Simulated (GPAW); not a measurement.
**P K ELNES/XANES of AsP (R3m) from DFT**

Aim: the near-edge shape at the P K edge of AsP (R3m), and what the core hole does to it.

Method: X-ray absorption from dipole matrix elements to empty bands, plane-wave PAW LDA, in GPAW 26.7.0.

## 1. Set-up

It takes space group R3m (No. 160, trigonal). The conventional cell has a = 3.685 Å, b = 3.685 Å, c = 9.979 Å, α = 90.00°, β = 90.00°, γ = 120.00°. Nearest to As lie 3 P at 2.45 Å. P has 3 As at 2.45 Å nearest. Farther neighbours are not listed.

## 2. The field without a hole

The ground state comes first: it tells whether the system has a gap, which decides how the excited electron is treated.

Contents of scf.py:

```python
import numpy as np
from ase import Atoms
from ase.parallel import parprint, paropen
from gpaw import GPAW, PW, FermiDirac, Mixer, MixerDif, setup_paths
from gpaw.test import gen
setup_paths.insert(0, '.')
gen('P', name='nch1s', xcname='LDA', corehole=(1, 0, 0), write_xml=True)
from gpaw.mpi import world
world.barrier()

atoms = Atoms('AsP',
    cell=[[1.84263222, 1.06384421, 3.32627463],
     [-1.84263222, 1.06384421, 3.32627463],
     [0, -2.12768841, 3.32627463]],
    scaled_positions=[[0.772523, 0.772523, 0.772523],
     [0.227477, 0.227477, 0.227477]],
    pbc=True)
atoms.calc = calc = GPAW(legacy_gpaw=True, mode=PW(430, force_complex_dtype=True), xc='LDA', setups={1: 'nch1s'},
    kpts={'size': (8, 8, 8), 'gamma': True}, occupations=FermiDirac(0.05),
    charge=0, mixer=Mixer(0.1, 5, 50), maxiter=150,
    convergence={'density': 0.0001, 'eigenstates': 1e-6}, txt='scf.txt')
energy = atoms.get_potential_energy() + calc.get_reference_energy()
ef = calc.get_fermi_level()
out = dict(energy=energy, fermi=ef, forces=atoms.get_forces().tolist())
parprint(f'all-electron energy {energy:.4f} eV, Fermi level {ef:.4f} eV')
ev = np.array([[calc.get_eigenvalues(k, s) for k in range(len(calc.get_ibz_k_points()))] for s in range(calc.get_number_of_spins())])
out['homo'], out['lumo'], out['counts'] = ev[ev < ef].max(), ev[ev > ef].min(), sorted(set((ev < ef).sum((0, 2)).tolist()))
out['filled'] = (ev[:, 0] < ef).sum(1).tolist()
import json
with paropen('out.json', 'w') as f:
    json.dump(out, f)
```

Run with:

```
$ OMP_NUM_THREADS=1 mpirun -n 4 gpaw python scf.py
```

Numbers of over 12 decimals in the logs are rounded to 6 here.

Log:

```text
Input parameters:
  convergence: {density: 0.0001,
                eigenstates: 1e-06}
  kpts: {gamma: True,
         size: (8, 8, 8)}
  maxiter: 150
  mixer: {backend: pulay,
          beta: 0.1,
          method: separate,
          nmaxold: 5,
          weight: 50}
  mode: {ecut: 430.0,
         force_complex_dtype: True,
         name: pw}
  occupations: {fixmagmom: False,
                name: fermi-dirac,
                width: 0.05}
  setups: {1: nch1s}

Initialize ...

[... PAW data sets ...]

Reference energy: -70692.513634  # eV

Spin-paired calculation

[... convergence settings ...]
Symmetries present (total): 2
  [... symmetry matrices ...]

512 k-points: 8 x 8 x 8 Monkhorst-Pack grid + [1/16,1/16,1/16]
150 k-points in the irreducible part of the Brillouin zone
       k-points in crystal coordinates                weights
   0:     0.00000000    0.00000000    0.00000000          1/512
   1:     0.00000000    0.00000000    0.12500000          2/512
   2:     0.00000000    0.00000000    0.25000000          2/512
   3:     0.00000000    0.00000000    0.37500000          2/512
   4:     0.00000000    0.00000000    0.50000000          1/512
   5:     0.12500000   -0.12500000    0.00000000          2/512
   6:     0.12500000   -0.12500000    0.12500000          4/512
   7:     0.12500000   -0.12500000    0.25000000          4/512
   8:     0.12500000   -0.12500000    0.37500000          4/512
   9:     0.12500000   -0.12500000    0.50000000          2/512
          ...
 149:     0.50000000    0.50000000    0.50000000          1/512

Wave functions: Plane wave expansion
  Cutoff energy: 430.000 eV
  Number of coefficients (min, max): 773, 810
  Pulay-stress correction: 0.000000 eV/Ang^3 (de/decut=0.000000)
  Using FFTW library
  Wavefunction extrapolation:
    Improved wavefunction reuse through dual PAW basis

Occupation numbers: Fermi-Dirac:
  width: 0.0500  # eV

Eigensolver
   Davidson(niter=2)

Densities:
  Coarse grid: 20*20*20 grid
  Fine grid: 40*40*40 grid
  Total Charge: 0.000000

Density mixing:
  Method: separate
  Backend: pulay
  Linear mixing parameter: 0.1
  old densities: 5
  Width of damping distribution: 1.1
  Damping of long wavelength oscillations: 50

[... Hamiltonian set-up ...]
Number of atoms: 2
Number of atomic orbitals: 8
Number of bands in calculation: 8
Number of valence electrons: 10
Bands to converge: occupied

... initialized

Initializing position-dependent things.

Density initialized from atomic densities
Creating initial wave functions:
  8 bands from LCAO basis set

       As

       P

Atomic positions and initial magnetic moments

Positions:
   0 As    -0.000000    0.000000    7.708871    ( 0.0000,  0.0000,  0.0000)
   1 P      0.000000    0.000000    2.269953    ( 0.0000,  0.0000,  0.0000)

Unit cell:
           periodic     x           y           z      points  spacing
  1. axis:    yes    1.842632    1.063844    3.326275    20     0.1520
  2. axis:    yes   -1.842632    1.063844    3.326275    20     0.1520
  3. axis:    yes    0.000000   -2.127688    3.326275    20     0.1520

  Lengths:   3.948564   3.948564   3.948564
  Angles:   55.635256  55.635256  55.635256

Effective grid spacing dv^(1/3) = 0.1697

iter:   1   -11.349426
iter:   2   -11.344111   -1.99  -1.11
iter:   3   -11.313936   -2.52  -1.16
iter:   4   -11.308205   -4.08  -1.57
iter:   5   -11.303519   -3.38  -1.65
iter:   6   -11.303285c  -4.72  -2.42
iter:   7   -11.303198c  -5.03  -2.60
iter:   8   -11.303184c  -6.21c -3.18
iter:   9   -11.303183c  -6.80c -3.48
iter:  10   -11.303184c  -7.54c -3.93
iter:  11   -11.303184c  -9.12c -4.29c

Converged after 11 iterations.

Dipole moment: (-0.000000, -0.000000, 1.168073) |e|*Ang

Energy contributions relative to reference atoms: (reference = -70692.513634)

Kinetic:        +11.441751
Potential:      -11.524830
External:        +0.000000
XC:             -11.198966
Entropy (-ST):   -0.001661
Local:           -0.020308
SIC:             +0.000000
--------------------------
Free energy:    -11.304014
Extrapolated:   -11.303184

Showing only first 2 kpts
 Kpt  Band  Eigenvalues  Occupancy
  0     3      4.75864    2.00000
  0     4      4.75864    2.00000
  0     5      8.67624    0.00000
  0     6      9.91415    0.00000

  1     3      4.62217    2.00000
  1     4      5.09005    2.00000
  1     5      8.89303    0.00000
  1     6      9.65849    0.00000

Fermi level: 7.18861

No gap
No difference between direct/indirect transitions

Forces in eV/Ang:
  0 As    0.00000    0.00000    0.09654
  1 P     0.00000   -0.00000   -0.09878
Scalar-relativistic atomic LDA calculation for P (Phosphorus, Z=15)
Core hole in 1s state (1s occupation: 2.0)
450 radial gridpoints.
|------------------------------------------------|
|------------------------------------------------|
[... the atom generator's iteration count ...]

Energy contributions:
-------------------------
Kinetic:     +341.479749
XC:           -21.839194
Potential:   -660.402537
-------------------------
Total:       -340.761981

state      eigenvalue         ekin         rmax
-----------------------------------------------
1s^2.0 :   -76.281580   106.327718        0.068
2s^2.0 :    -6.362337    15.621703        0.420
2p^6.0 :    -4.575935    14.804944        0.354
3s^2.0 :    -0.515028     2.181743        1.565
3p^3.0 :    -0.205646     1.462587        1.827
-----------------------------------------------
(units: Bohr and Hartree)

Generating PAW setup
Kinetic energy of the core from tauc = 333.550059
Cutoffs:
rc(s)=1.800
rc(p)=1.800
rc(d)=1.800
rc(vbar)=1.620
rc(comp)=1.800
rc(nct)=1.800

Kinetic energy of the core states: 332.728503
Charge: 0.0
Core electrons: 10.0
Valence electrons: 5.0
Pseudo-core charge: 0.181656
Shape function alpha=3.086
Pseudo-electron charge 5.454854
state    eigenvalue         norm
--------------------------------
3s(2) :    -0.515028     1.126397
*s    :     0.484972
3p(3) :    -0.205646     1.006802
*p    :     0.794354
*d    :     0.000000
--------------------------------

Diagonalizing with gridspacing h=0.050

state   all-electron     PAW
-------------------------------
3s:      -0.515028    -0.515337
3p:      -0.205646    -0.205904
*d:                    0.038554
*f:                    0.072541
-------------------------------
all-electron energy -70703.8168 eV, Fermi level 7.1886 eV
```

The job ended after 4.6 s (4 MPI ranks of Intel Xeon 6975P-C (Granite Rapids), shared host; peak memory 0.17 GiB; 18 s of CPU time).

The mesh shows no gap, so the system is treated as a metal and the core electron is put at the Fermi level (neutral cell).

## 3. Spectrum without a core hole, P atom 2

This cheap baseline ignores the attraction of the hole: it shows the absorber's empty states as they are in the ground state. The data set with a hole of occupation 0 only carries the core orbital.

The absorber has 3 As at 2.45 Å and 3 As at 3.00 Å (distorted octahedral, site symmetry 3m).

Contents of xas.py:

```python
import numpy as np
from ase import Atoms
from ase.parallel import parprint, paropen
from gpaw import GPAW, PW, FermiDirac, Mixer, MixerDif, setup_paths
from gpaw.test import gen
setup_paths.insert(0, '.')
gen('P', name='nch1s', xcname='LDA', corehole=(1, 0, 0), write_xml=True)
from gpaw.mpi import world
world.barrier()

atoms = Atoms('AsP',
    cell=[[1.84263222, 1.06384421, 3.32627463],
     [-1.84263222, 1.06384421, 3.32627463],
     [0, -2.12768841, 3.32627463]],
    scaled_positions=[[0.772523, 0.772523, 0.772523],
     [0.227477, 0.227477, 0.227477]],
    pbc=True)
atoms.calc = calc = GPAW(legacy_gpaw=True, mode=PW(430, force_complex_dtype=True), xc='LDA', setups={1: 'nch1s'},
    kpts={'size': (11, 11, 11), 'gamma': True}, occupations=FermiDirac(0.1),
    charge=0, mixer=Mixer(0.1, 5, 50), maxiter=150,
    convergence={'density': 0.0001, 'eigenstates': 1e-6}, txt='scf.txt')
energy = atoms.get_potential_energy() + calc.get_reference_energy()
ef = calc.get_fermi_level()
out = dict(energy=energy, fermi=ef, forces=atoms.get_forces().tolist())
parprint(f'all-electron energy {energy:.4f} eV, Fermi level {ef:.4f} eV')
ev = np.array([[calc.get_eigenvalues(k, s) for k in range(len(calc.get_ibz_k_points()))] for s in range(calc.get_number_of_spins())])
out['homo'], out['lumo'], out['counts'] = ev[ev < ef].max(), ev[ev > ef].min(), sorted(set((ev < ef).sum((0, 2)).tolist()))
out['filled'] = (ev[:, 0] < ef).sum(1).tolist()

from ase.units import Ha
from gpaw.xas import dipole_matrix_elements
nb = int(calc.get_number_of_electrons() / 2) + 27
top = nb
nscf = calc.fixed_density(kpts={'size': (10, 10, 10), 'gamma': True},
    convergence={'eigenstates': 1.0}, txt='nscf.txt')
nscf.diagonalize_full_hamiltonian(nbands=nb)
cell = atoms.cell.array
ops = [cell.T @ U.T @ np.linalg.inv(cell.T) for U in nscf.wfs.kd.symmetry.op_scc]
E = np.arange(-25, 34, 0.1)
fwhm = np.interp(E, [4, 25], [0.9, 3.5])
Y, X, zero, highest = 0, 0, 1e9, 1e9
for spin in range(nscf.get_number_of_spins()):
    wfs = nscf.wfs
    mine = wfs.bd.get_slice()  # this rank's bands
    A = dipole_matrix_elements(wfs.setups[1])
    eps = np.zeros((wfs.kd.nibzkpts, nb))
    d = np.zeros((3, A.shape[1], wfs.kd.nibzkpts, nb), complex)
    for kpt in wfs.kpt_u:
        if kpt.s == spin and 1 in kpt.P_ani:
            eps[kpt.k, mine] = kpt.eps_n * Ha
            d[:, :, kpt.k, mine] = (kpt.weight * wfs.nspins / 2) ** 0.5 * np.inner(A, kpt.P_ani[1])
    world.sum(eps)
    world.sum(d)
    T = np.einsum('amkn,bmkn->abkn', d, d.conj()).real
    T = sum(np.einsum('ai,ijkn,bj->abkn', R, T, R) for R in ops) / len(ops)
    empty = eps > ef
    zero, highest = min(zero, eps[empty].min()), min(highest, eps[:, top - 1].min())
    lines = [(eps, T, empty)] if spin == 0 else lines + [(eps, T, empty)]
for eps, T, empty in lines:
    f = np.einsum('aakn->akn', T).reshape(3, -1)
    x = eps.ravel() - zero
    w = np.interp(x, E, fwhm) / 2.35482
    g = np.exp(-0.5 * ((E[:, None] - x) / w) ** 2) / (w * (2 * np.pi) ** 0.5)
    Y = Y + (f * empty.ravel()) @ g.T
    X = X + (f * ~empty.ravel()) @ g.T
out.update(E=E.round(2).tolist(), xas=Y.tolist(), xes=X.tolist(), zero=zero, valid=highest - zero, nk=len(eps), nb=nb)
for i in range(0, len(E), 10):
    parprint(f'{E[i]:7.2f}', *(f'{v:10.3e}' for v in Y[:, i]))
import json
with paropen('out.json', 'w') as f:
    json.dump(out, f)
```

Run with:

```
$ OMP_NUM_THREADS=1 mpirun -n 4 gpaw python xas.py
```

Log:

```text
Input parameters:
  convergence: {density: 0.0001,
                eigenstates: 1e-06}
  kpts: {gamma: True,
         size: (11, 11, 11)}
  maxiter: 150
  mixer: {backend: pulay,
          beta: 0.1,
          method: separate,
          nmaxold: 5,
          weight: 50}
  mode: {ecut: 430.0,
         force_complex_dtype: True,
         name: pw}
  occupations: {fixmagmom: False,
                name: fermi-dirac,
[...]
*p    :     0.794354
*d    :     0.000000
--------------------------------

Diagonalizing with gridspacing h=0.050

state   all-electron     PAW
-------------------------------
3s:      -0.515028    -0.515337
3p:      -0.205646    -0.205904
*d:                    0.038554
*f:                    0.072541
-------------------------------
all-electron energy -70703.8074 eV, Fermi level 7.0997 eV
[...]
32.00  4.482e-06  4.482e-06  4.696e-06
  33.00  4.608e-06  4.608e-06  4.389e-06
[key lines of the parts left out:]
Converged after 11 iterations.
Dipole moment: (-0.000000, -0.000000, 1.166223) |e|*Ang
Free energy:    -11.296492
Fermi level: 7.09967
```

It took 52 s on 4 MPI ranks; peak memory 0.31 GiB.

The P K spectrum, P atom 2, no core hole (energy from the lowest empty level; intensity scaled to a mean of 1 over the first 20 eV; polarised curves are means over the symmetry-equivalent atoms):

```tsv
E (eV)	isotropic	ε ⊥ c	ε ∥ c
-2.00	0.00	0.00	0.00
-1.25	0.00	0.00	0.00
-0.50	0.03	0.03	0.03
0.25	0.66	0.74	0.52
1.00	1.68	1.83	1.39
1.75	2.03	1.86	2.36
2.50	1.95	1.95	1.95
3.25	1.91	2.11	1.52
4.00	1.77	1.95	1.41
4.75	1.45	1.51	1.35
5.50	1.51	1.39	1.73
6.25	1.38	1.27	1.59
7.00	0.77	0.78	0.75
7.75	0.44	0.50	0.32
8.50	0.35	0.41	0.23
9.25	0.38	0.42	0.28
10.00	0.50	0.54	0.41
10.75	0.64	0.65	0.61
11.50	0.81	0.81	0.81
12.25	0.91	0.94	0.86
13.00	0.87	0.91	0.80
13.75	0.77	0.78	0.74
14.50	0.71	0.70	0.72
15.25	0.69	0.67	0.74
16.00	0.71	0.68	0.77
16.75	0.74	0.71	0.82
17.50	0.77	0.73	0.85
18.25	0.78	0.75	0.84
19.00	0.80	0.80	0.81
19.75	0.83	0.85	0.80
20.50	0.83	0.85	0.79
21.25	0.80	0.82	0.76
22.00	0.76	0.78	0.72
22.75	0.73	0.74	0.69
23.50	0.69	0.70	0.68
24.25	0.66	0.65	0.67
25.00	0.63	0.61	0.67
25.75	0.61	0.58	0.67
26.50	0.60	0.56	0.67
27.25	0.58	0.54	0.67
28.00	0.58	0.53	0.67
28.75	0.61	0.55	0.71
29.50	0.67	0.61	0.78
30.25	0.76	0.70	0.86
```

Main maxima below 24 eV (height): 2.0 eV (2.10), 3.5 eV (1.93), 5.8 eV (1.54), 12.4 eV (0.92) and 20.1 eV (0.84). A K edge sees empty p states on the absorber.

The same matrix elements for filled bands give the P K emission of P atom 2 (ground-state approximation; energy from the lowest empty level, largest value 1):

```tsv
E (eV)	emission
-24.00	0.00
-23.25	0.00
-22.50	0.00
-21.75	0.00
-21.00	0.00
-20.25	0.00
-19.50	0.00
-18.75	0.00
-18.00	0.00
-17.25	0.00
-16.50	0.00
-15.75	0.00
-15.00	0.00
-14.25	0.02
-13.50	0.04
-12.75	0.06
-12.00	0.05
-11.25	0.02
-10.50	0.05
-9.75	0.07
-9.00	0.05
-8.25	0.03
-7.50	0.03
-6.75	0.21
-6.00	0.44
-5.25	0.57
-4.50	0.81
-3.75	0.95
-3.00	1.00
-2.25	0.86
-1.50	0.61
-0.75	0.39
0.00	0.08
0.75	0.00
1.50	0.00
2.25	0.00
3.00	0.00
```

Emission maxima: -3.0 eV (1.00).

## 4. Supercell without a hole, the energy reference

The photon energy needs a difference of total energies, so the cell and mesh of the coming hole run are first run without a hole.

scf.py: that of step 2 with these lines changed.

```diff
@@ -10,11 +10,17 @@
 
-atoms = Atoms('AsP',
-    cell=[[1.84263222, 1.06384421, 3.32627463],
-     [-1.84263222, 1.06384421, 3.32627463],
-     [0, -2.12768841, 3.32627463]],
-    scaled_positions=[[0.772523, 0.772523, 0.772523],
-     [0.227477, 0.227477, 0.227477]],
+atoms = Atoms('As4P4',
+    cell=[[0, -4.25537682, -3.32627463],
+     [-3.68526443, 2.12768841, -3.32627463],
+     [3.68526443, 2.12768841, -3.32627463]],
+    scaled_positions=[[0.227477, 0.227477, 0.227477],
+     [0.727477, 0.727477, 0.227477],
+     [0.727477, 0.227477, 0.727477],
+     [0.227477, 0.727477, 0.727477],
+     [0.772523, 0.772523, 0.772523],
+     [0.272523, 0.272523, 0.772523],
+     [0.272523, 0.772523, 0.272523],
+     [0.772523, 0.272523, 0.272523]],
     pbc=True)
-atoms.calc = calc = GPAW(legacy_gpaw=True, mode=PW(430, force_complex_dtype=True), xc='LDA', setups={1: 'nch1s'},
-    kpts={'size': (8, 8, 8), 'gamma': True}, occupations=FermiDirac(0.05),
+atoms.calc = calc = GPAW(legacy_gpaw=True, mode=PW(430, force_complex_dtype=True), xc='LDA', setups={4: 'nch1s'},
+    kpts={'size': (5, 5, 5), 'gamma': True}, occupations=FermiDirac(0.1),
     charge=0, mixer=Mixer(0.1, 5, 50), maxiter=150,
```

Run with:

```
$ OMP_NUM_THREADS=1 mpirun -n 4 gpaw python scf.py
```

Log:

```text
Input parameters:
  convergence: {density: 0.0001,
                eigenstates: 1e-06}
  kpts: {gamma: True,
         size: (5, 5, 5)}
  maxiter: 150
  mixer: {backend: pulay,
          beta: 0.1,
          method: separate,
          nmaxold: 5,
          weight: 50}
  mode: {ecut: 430.0,
         force_complex_dtype: True,
         name: pw}
  occupations: {fixmagmom: False,
                name: fermi-dirac,
[...]
3s(2) :    -0.515028     1.126397
*s    :     0.484972
3p(3) :    -0.205646     1.006802
*p    :     0.794354
*d    :     0.000000
--------------------------------

Diagonalizing with gridspacing h=0.050

state   all-electron     PAW
-------------------------------
3s:      -0.515028    -0.515337
3p:      -0.205646    -0.205904
*d:                    0.038554
*f:                    0.072541
-------------------------------
all-electron energy -282815.2195 eV, Fermi level 7.1388 eV
[key lines of the parts left out:]
Converged after 11 iterations.
Dipole moment: (-0.000000, -0.000015, 0.464615) |e|*Ang
Free energy:    -45.180553
Fermi level: 7.13885
```

It took 11 s on 4 MPI ranks; peak memory 0.23 GiB; 41 s of CPU time.

Reference energy: -282815.220 eV with the cores included.

[end of part 1 of 3]

[Banner, clock and machine lines of the logs are left out without a mark of their own.]

[Logs are printed without paths, hosts, clocks, repeated set-up lines and the standing remarks that a program may print on its own settings, such as how far it seeks lower states.]

[Hosts, paths, dates, database ids (printed as entryN), source tags and the programs' standing remarks are cut or masked in the printed files.]

[Lists of maxima count a maximum above −3 eV only where it reaches 4 % of the highest in the window and stands out from its surroundings by 2 % of it (1.5 % where it reaches 55 %); shoulders and weaker maxima are passed over, and of the rest the first, up to two pre-edge ones and the few strongest are named.]
